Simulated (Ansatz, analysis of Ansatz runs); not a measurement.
# Fe on the octahedral Ga site in beta-Ga2O3: charge-transition level, PBE, part 2 of 2

Subject: Fe on the octahedral Ga site in beta-Ga2O3. Wanted: its charge-transition level, in one set-up (PBE, 120-site cell, measured lattice, 420 eV, k: the single point 1/4 1/4 1/4 then 2x2x2 shifted 0.5 0.5 0.5). The model is a cell of 120 host atoms with 1 Ga taken out and 1 Fe put in. The level is the Fermi energy at which two charge states have equal formation energy, after a correction for the images of the charge. The measured lattice removes the functional's error in the volume.

Ansatz 0.2.0; PBE, 120-site cell, measured lattice, 420 eV, k: the single point 1/4 1/4 1/4 then 2x2x2 shifted 0.5 0.5 0.5.

So far: The starting structure; Relaxation, charge 0.

## Step 3: Relaxation, charge −1

Level of this step: plane-wave PAW DFT, PBE; relaxation of all atoms of a defect supercell (Ansatz).

File relax1/input.yaml:

```yaml
relax:
  f_tol: 0.02
  max_steps: 80
  random_displacement: { amplitude: 0.05, seed: 122 }
crystal:
  lattice:
    - [12.214, 0.0, 0.0]
    - [0.0, 9.1113, 0.0]
    - [-2.7719778, 0.0, 11.2600174]
  atoms:
    - { symbol: Ga, position: [0.091461046, 0.0, 0.397853365] }
    - { symbol: Ga, position: [0.591461046, 0.166666667, 0.397853365] }
[... 2 atom lines left out ...]
    - { symbol: Ga, position: [0.159228384, 0.166666667, 0.15664076] }
[... 1 atom line left out ...]
    - { symbol: Ga, position: [0.340771616, 0.0, 0.34335924] }
[... 3 atom lines left out ...]
    - { symbol: O, position: [0.330997877, 0.166666667, 0.445518093] }
[... 3 atom lines left out ...]
    - { symbol: O, position: [0.327787531, 0.166666667, 0.21989997] }
[... 25 atom lines left out ...]
    - { symbol: Ga, position: [0.091461046, 0.333333333, 0.397853365] }
[... 3 atom lines left out ...]
    - { symbol: Ga, position: [0.159228384, 0.5, 0.15664076] }
[... 1 atom line left out ...]
    - { symbol: Fe, position: [0.340771616, 0.333333333, 0.34335924], spin: 4.0 }
[... 3 atom lines left out ...]
    - { symbol: O, position: [0.330997877, 0.5, 0.445518093] }
[... 1 atom line left out ...]
    - { symbol: O, position: [0.172212469, 0.333333333, 0.28010003] }
[... 1 atom line left out ...]
    - { symbol: O, position: [0.327787531, 0.5, 0.21989997] }
[... 4 atom lines left out ...]
    - { symbol: O, position: [0.503555816, 0.333333333, 0.37318184] }
[... 26 atom lines left out ...]
    - { symbol: Ga, position: [0.340771616, 0.666666667, 0.34335924] }
[... 32 atom lines left out ...]
    - { symbol: O, position: [0.503555816, 0.666666667, 0.87318184] }
  host:
    repeats: [1, 3, 2]
    atoms:
      - { symbol: Ga, position: [0.091461046, 0.0, 0.79570673] }
      - { symbol: Ga, position: [0.591461046, 0.5, 0.79570673] }
      # ... 18 more atoms of the perfect host
total_charge: -1
basis:
  ecutwfc: 420
  xc_grid: 2
hamiltonian:
  xc: pbe
kpoints:
  mp_grid: { grid: [1, 1, 1], shift: [0.25, 0.25, 0.25] }
magnetization:
  spin_polarized: true
  initial_magnetization: 4
  spin_locking: { lock_magnetization: hard }
scf:
  occupations: { method: fermi_dirac, width: 0.01 }
  max_iter: 120
output:
  forces: true
  charged_corrections:
    epsilon: [4.04, 4.14, 4.13]
    static_epsilon: [10.78, 10.47, 14.08]
    defect_position: [0.340772, 0.333333, 0.343359]
checkpoint:
  write: "../relax1.run"
  compress: false
  write_wavefunctions: true
  write_every: 100000
```

Started as:

```console
$ ansatz run input.yaml --threads 4 --pin off --max-ram 14131MiB --backend cpu --events-out ev --progress --plain --runs-dir out
```

Numbers of over 12 decimals in the logs are rounded to 6 here.

Log:

```text
[...]
Crystal: 120 atoms, lattice volume = 1253.076 Å³
Basis set: ecut = 420 eV, 24547 PW (Γ), exchange–correlation on 180×128×160 points (8 copies of the dense FFT grid, shifted against one another)
Bands: 652, of which v1, the nominal top of the filled ones, is band 530 counted from 1 (529 counted from 0)
Symmetry: 1 space group operations
k-points: 1
[...]
Starting moments: Σ|m| = 4 μB on 1 of 120 sites
[...]
SCF iter   1: F=—  HF=-223191.043078 eV  |F-HF|=—  |Δ(HF+E_count)|=         —  Δρ=6.97e-2 (↑5.52e-2 ↓6.97e-2)  dr2=1.26e2  dr2_m=3.58e0  M=4.000 μB ∫|m|=4.007 μB  β_m=0.30  ethr=3.10e-3  ⟨swp⟩=5.0  Hψ=4161  notcnv=0  defer=45
[...]
atoms:
    - { symbol: Ga, position: [0.091820, -0.000297, 0.397941] }
    - { symbol: Ga, position: [0.592933, 0.166626, 0.398272] }
[...]
- { symbol: Ga, position: [0.160591, 0.166526, 0.157597] }
    [... 1 atom left out ...]
    - { symbol: Ga, position: [0.340769, -9.997569615600222e-5, 0.342937] }
[...]
- { symbol: O, position: [0.325847, 0.156869, 0.447963] }
[...]
- { symbol: O, position: [0.326400, 0.155985, 0.217521] }
[...]
- { symbol: Fe, position: [0.341546, 0.332929, 0.346393] }
    [... 3 atoms left out ...]
    - { symbol: O, position: [0.326147, 0.509527, 0.447836] }
    [... 1 atom left out ...]
    - { symbol: O, position: [0.167648, 0.332933, 0.276226] }
    [... 1 atom left out ...]
    - { symbol: O, position: [0.326434, 0.510240, 0.217507] }
    [... 4 atoms left out ...]
    - { symbol: O, position: [0.507193, 0.333061, 0.374167] }
    [... 26 atoms left out ...]
    - { symbol: Ga, position: [0.340779, 0.666285, 0.342883] }
    [... 33 atoms left out ...]
[key lines of the parts left out:]
SCF converged after 3 iterations
Magnetization: 4.0000 μB (532.0000 up, 528.0000 down)
Free energy (F): -223164.559076 eV
Fermi energy:    11.538993 (↑ 10.984545, ↓ 11.544957) eV
```

The job ended after 4.5 min (4 threads of AMD EPYC 9R45, shared host; peak memory 8.9 GiB).

The steps of the relaxation:

```tsv
step	energy less that of the first step (eV)	largest force component (eV/Å)
1	0.0000	1.9768
2	-1.8698	1.1734
3	-2.8065	0.1849
4	-2.8145	0.1630
5	-2.8179	0.0122
6	-2.8179	0.0122
```

The atoms that moved most (Å, from the sites as typed, ahead of the random displacement, the mean shift of all atoms taken out):

```tsv
atom	dx	dy	dz	length
O11	-0.065	-0.087	0.027	0.112
O51	-0.061	0.089	0.026	0.111
O55	-0.005	0.096	-0.027	0.100
O15	-0.006	-0.095	-0.027	0.099
O53	-0.040	-0.001	-0.044	0.060
O60	0.046	0.000	0.011	0.048
Fe47	0.006	-0.001	0.034	0.034
O109	-0.031	0.007	0.011	0.033
```

Neighbours of Fe47 at the end:

```tsv
atom	distance (Å)
O60	1.971
O11	2.026
O51	2.028
O53	2.085
O15	2.176
O55	2.179
Ga7	3.035
Ga87	3.038
```

Read from the output:

| Quantity | Value |
| --- | --- |
| free energy | -223164.5591 eV |
| smearing term TS | 0.002019 eV |
| total moment | 4 μB |
| integral of the absolute spin density | 4.353 μB |
| spin contamination | 0.1797 |

## Step 4: Single point, charge 0

The relaxed structure is kept, and the final numbers are taken at the final level and k-points.

This step: plane-wave PAW DFT, PBE; single point of a defect supercell.

File point0/input.yaml:

```yaml
crystal:
  lattice:
    - [12.214, 0.0, 0.0]
    - [0.0, 9.1113, 0.0]
    - [-2.7719778, 0.0, 11.2600174]
  atoms:
    - { symbol: Ga, position: [0.091063167, -0.00048511, 0.397898798] }
    - { symbol: Ga, position: [0.592723683, 0.16596284, 0.398152187] }
[... 2 atom lines left out ...]
    - { symbol: Ga, position: [0.159106466, 0.166693111, 0.156803981] }
[... 1 atom line left out ...]
    - { symbol: Ga, position: [0.340531161, -0.000812496, 0.342145731] }
[... 3 atom lines left out ...]
    - { symbol: O, position: [0.330683141, 0.163840331, 0.447250703] }
[... 3 atom lines left out ...]
    - { symbol: O, position: [0.326825191, 0.16349497, 0.219174938] }
[... 25 atom lines left out ...]
    - { symbol: Ga, position: [0.090323196, 0.333072764, 0.397293694] }
[... 3 atom lines left out ...]
    - { symbol: Ga, position: [0.159096628, 0.499488968, 0.156787464] }
[... 1 atom line left out ...]
    - { symbol: Fe, position: [0.341737988, 0.333082394, 0.348412409], spin: 5.0 }
[... 3 atom lines left out ...]
    - { symbol: O, position: [0.330677223, 0.502323311, 0.447251627] }
[... 1 atom line left out ...]
    - { symbol: O, position: [0.169575592, 0.333114872, 0.278718972] }
[... 1 atom line left out ...]
    - { symbol: O, position: [0.326818682, 0.502615506, 0.219162315] }
[... 4 atom lines left out ...]
    - { symbol: O, position: [0.505109348, 0.333048135, 0.373892225] }
[... 26 atom lines left out ...]
    - { symbol: Ga, position: [0.340528155, 0.666964943, 0.342148624] }
[... 32 atom lines left out ...]
    - { symbol: O, position: [0.503019189, 0.666393566, 0.87307378] }
  host:
    repeats: [1, 3, 2]
    atoms:
      - { symbol: Ga, position: [0.091461046, 0.0, 0.79570673] }
      - { symbol: Ga, position: [0.591461046, 0.5, 0.79570673] }
      # ... 18 more atoms of the perfect host
basis:
  ecutwfc: 420
  xc_grid: 2
hamiltonian:
  xc: pbe
kpoints:
  mp_grid: { grid: [2, 2, 2], shift: [0.5, 0.5, 0.5] }
magnetization:
  spin_polarized: true
  initial_magnetization: 5
  spin_locking: { lock_magnetization: hard }
scf:
  occupations: { method: fermi_dirac, width: 0.01 }
  max_iter: 120
output:
  forces: true
  charged_corrections:
    epsilon: [4.04, 4.14, 4.13]
    static_epsilon: [10.78, 10.47, 14.08]
    defect_position: [0.340772, 0.333333, 0.343359]
  eigenvalues: true
checkpoint:
  read: "../relax0.run"
  write: "../point0.run"
  compress: false
  write_wavefunctions: true
  write_every: 100000
```

Log:

```text
[...]
Crystal: 120 atoms, lattice volume = 1253.076 Å³
Basis set: ecut = 420 eV, 24547 PW (Γ), exchange–correlation on 180×128×160 points (8 copies of the dense FFT grid, shifted against one another)
Bands: 652, of which v1, the nominal top of the filled ones, is band 530 counted from 1 (529 counted from 0)
Symmetry: 1 space group operations
[...]
k-points: 4 of 8 (time reversal used)
[...]
Stability of the state it starts from, as read at its close in the collinear treatment: not read negative (Ritz values of 1 − χ₀K, real part plus size of imaginary part, from 1.1 to 1.3, by its mixing steps under no symmetry); [...]
Starting moments: Σ|m| = 5 μB on 1 of 120 sites; this step starts from the density that it was given
[...]
atom   2  Ga     0.00286837    -0.00309344    -0.00391575
  [... 4 atoms left out ...]
  atom   7  Ga     0.00294127    -0.00604722    -0.01119074
  [... 3 atoms left out ...]
  atom  11  O     -0.00207184    -0.00187615     0.00859609
  [... 3 atoms left out ...]
  atom  15  O     -0.00335713     0.00488789     0.00335568
  [... 29 atoms left out ...]
  atom  45  Ga    -0.00071299     0.00176881    -0.00842036
  [... 1 atom left out ...]
  atom  47  Fe     0.00537490    -0.00030942    -0.01764500
  [... 3 atoms left out ...]
  atom  51  O     -0.00162526     0.00171232     0.00821169
  [... 1 atom left out ...]
  atom  53  O      0.00190809    -0.00203396     0.00727244
  [... 1 atom left out ...]
  atom  55  O     -0.00316510    -0.00140736     0.00482241
  [... 4 atoms left out ...]
  atom  60  O     -0.00372485     0.00197491     0.00337439
  [... 26 atoms left out ...]
  atom  87  Ga     0.00308073     0.00575619    -0.01209062
  [... 33 atoms left out ...]
  max |Σ_I F_I| component: 1.21e-5 eV/Å
--- Band table (eV; the first three rows and the last of 8) ---
[...]
[... further k-points left out ...]
[key lines of the parts left out:]
SCF converged after 4 iterations
Magnetization: 5.0000 μB (532.0000 up, 527.0000 down)
Free energy (F): -223175.445460 eV
Fermi energy:    9.645773 (↑ 10.262033, ↓ 9.210115) eV
```

The job ended after 2.5 min (4 threads; peak memory 9.3 GiB).

This step gave:

* free energy: -223175.4455 eV
* total moment: 5 μB
* integral of the absolute spin density: 5.062 μB
* spin contamination: 0.004539

## Step 5: Single point, charge −1

This step: plane-wave PAW DFT, PBE; single point of a defect supercell.

File point1/input.yaml:

```yaml
crystal:
  lattice:
    - [12.214, 0.0, 0.0]
    - [0.0, 9.1113, 0.0]
    - [-2.7719778, 0.0, 11.2600174]
  atoms:
    - { symbol: Ga, position: [0.091819984, -0.000297122, 0.397941224] }
    - { symbol: Ga, position: [0.59293296, 0.166625946, 0.398272161] }
[... 2 atom lines left out ...]
    - { symbol: Ga, position: [0.160590723, 0.166526097, 0.1575973] }
[... 1 atom line left out ...]
    - { symbol: Ga, position: [0.340768958, -9.9976e-05, 0.342937089] }
[... 3 atom lines left out ...]
    - { symbol: O, position: [0.325847107, 0.156869197, 0.447963151] }
[... 3 atom lines left out ...]
    - { symbol: O, position: [0.326400327, 0.155984558, 0.217520943] }
[... 25 atom lines left out ...]
    - { symbol: Ga, position: [0.092430361, 0.333089973, 0.396943543] }
[... 3 atom lines left out ...]
    - { symbol: Ga, position: [0.160656159, 0.499559735, 0.157673124] }
[... 1 atom line left out ...]
    - { symbol: Fe, position: [0.341545667, 0.332928637, 0.346392827], spin: 4.0 }
[... 3 atom lines left out ...]
    - { symbol: O, position: [0.326146947, 0.509526861, 0.447836335] }
[... 1 atom line left out ...]
    - { symbol: O, position: [0.167648017, 0.332932588, 0.276226271] }
[... 1 atom line left out ...]
    - { symbol: O, position: [0.326434422, 0.510239547, 0.217507135] }
[... 4 atom lines left out ...]
    - { symbol: O, position: [0.507193094, 0.333060916, 0.374167021] }
[... 26 atom lines left out ...]
    - { symbol: Ga, position: [0.340779036, 0.666284852, 0.34288261] }
[... 32 atom lines left out ...]
    - { symbol: O, position: [0.503327656, 0.666597019, 0.873579604] }
  host:
    repeats: [1, 3, 2]
    atoms:
      - { symbol: Ga, position: [0.091461046, 0.0, 0.79570673] }
      - { symbol: Ga, position: [0.591461046, 0.5, 0.79570673] }
      # ... 18 more atoms of the perfect host
total_charge: -1
basis:
  ecutwfc: 420
  xc_grid: 2
hamiltonian:
  xc: pbe
kpoints:
  mp_grid: { grid: [2, 2, 2], shift: [0.5, 0.5, 0.5] }
magnetization:
  spin_polarized: true
  initial_magnetization: 4
  spin_locking: { lock_magnetization: hard }
scf:
  occupations: { method: fermi_dirac, width: 0.01 }
  max_iter: 120
output:
  forces: true
  charged_corrections:
    epsilon: [4.04, 4.14, 4.13]
    static_epsilon: [10.78, 10.47, 14.08]
    defect_position: [0.340772, 0.333333, 0.343359]
  eigenvalues: true
checkpoint:
  read: "../relax1.run"
  write: "../point1.run"
  compress: false
  write_wavefunctions: true
  write_every: 100000
```

Log:

```text
[...]
Crystal: 120 atoms, lattice volume = 1253.076 Å³
Basis set: ecut = 420 eV, 24547 PW (Γ), exchange–correlation on 180×128×160 points (8 copies of the dense FFT grid, shifted against one another)
Bands: 652, of which v1, the nominal top of the filled ones, is band 530 counted from 1 (529 counted from 0)
Symmetry: 1 space group operations
[...]
k-points: 4 of 8 (time reversal used)
[...]
SCF iter   1: F=—  HF=-223164.602470 eV  |F-HF|=—  |Δ(HF+E_count)|=         —  Δρ=8.08e-3 (↑6.19e-5 ↓8.08e-3)  dr2=1.10e0  dr2_m=1.87e-1  M=4.000 μB ∫|m|=4.972 μB  β_m=0.30  ethr=1.02e-4  ⟨swp⟩=6.0  Hψ=24986  notcnv=0
[...]
spin=Collinear: Kerker preconditioning applied to the charge; magnetization (m = ρ↑ − ρ↓) channel mixes plain (no charge-response kernel on spin).
[...]
[... 3 atoms left out ...]
  atom  11  O      0.01044220     0.01323792    -0.02166129
  [... 3 atoms left out ...]
  atom  15  O      0.00010524     0.04694220     0.03769221
  [... 29 atoms left out ...]
  atom  45  Ga    -0.03445963     0.02103246    -0.03644491
  [... 1 atom left out ...]
  atom  47  Fe     0.02460066     0.01993335    -0.02393823
  [... 3 atoms left out ...]
  atom  51  O     -0.00564130    -0.04797341    -0.00017488
  [... 1 atom left out ...]
  atom  53  O      0.03476519     0.01251679     0.00784886
  [... 1 atom left out ...]
  atom  55  O     -0.00274282    -0.05969421     0.03428457
  [... 4 atoms left out ...]
  atom  60  O     -0.05773387    -0.00036866    -0.00522160
  [... 26 atoms left out ...]
  atom  87  Ga     0.00295552     0.03505019    -0.00826068
  [... 33 atoms left out ...]
  max |Σ_I F_I| component: 1.72e-5 eV/Å
[...]
F Makov-Payne    = n/a  (the rows are of the electrons' constant alone; ansatz place-levels tells what screens the charge)
[...]
--- Band table (eV; the first three rows and the last of 8) ---
[...]
[... further k-points left out ...]
[key lines of the parts left out:]
SCF converged after 23 iterations
Magnetization: 4.0000 μB (532.0000 up, 528.0000 down)
Free energy (F): -223164.572260 eV
Fermi energy:    11.399215 (↑ 10.842094, ↓ 11.405747) eV
```

Run time: 5.6 min. Hardware: 4 threads; peak memory 9.4 GiB; 22 min of CPU time.

Read from the output:

```
free energy                           : -223164.5723 eV
smearing term TS                      : 0.005808 eV
total moment                          : 4 μB
integral of the absolute spin density : 4.413 μB
spin contamination                    : 0.2267
```

## Step 6: Charge-transition levels

A charged cell feels its images and has its own zero of potential; this step corrects both and places the level between the host's band edges.

This step: place-levels on PBE runs: charge-transition levels with image-charge correction and potential alignment at the atomic sites.

File levels.yaml:

```yaml
host:
  run: host.point.run
states: [point0.run, point1.run]
geometry_from:
  point0.run: relax0.run
  point1.run: relax1.run
  host.point.run: host.relax.run
```

Started as:

```console
$ ansatz place-levels levels.yaml -- --threads 4 --pin off --max-ram 14131MiB
```

Log:

```text
(0/-1) 2.378 eV above the valence edge (+2.748 eV without the band-filling correction), 0.000 eV under the conduction edge
  edges by pbe, gap 2.378 eV; the host is sampled to repeats of 29.39 Å
  the defect's cells are sampled to repeats of 29.39 Å, like sampling
  charge 0: +0.001 eV for its dipole among its images, +0.000 omitted
  charge -1: -223164.4546 eV with its correction of +0.118 eV, at epsilon [10.78, 10.47, 14.08], aligned at sites: +0.0432 eV, mean over 88 atomic sites at or beyond 4.56 Å from the defect at [0.3408, 0.3333, 0.3434], with +0.004842 for the charge's moments [...]
  states[1] (point1.run): levels filled in part (TS 0.006 eV): its energy is of no whole electron's
  of states[0] (point0.run): stability_check_not_made
  of states[1] (point1.run): how wide its charge is, is not read beside other atoms or cores, and a band state would take no correction. [...]
```

It took 0.16 s on 4 threads.

This step gave:

| Quantity | Value |
| --- | --- |
| gap | 2.378 eV |

## Step 7: Outcome

This set-up is not sound: the carrier goes into a band, and the band-filling term draws the level to the band edge, so there is no figure to set beside the measurement.

[Logs are printed without paths, hosts, clocks, repeated set-up lines and the standing remarks that a program may print on its own settings, such as how far it seeks lower states.]

[Hosts, paths, dates, database ids (printed as entryN), source tags and the programs' standing remarks are cut or masked in the printed files.]

[For some hosts the program warned that the k-mesh of the response run may be too coarse for force constants and the static dielectric constant; such warnings are not shown here.]
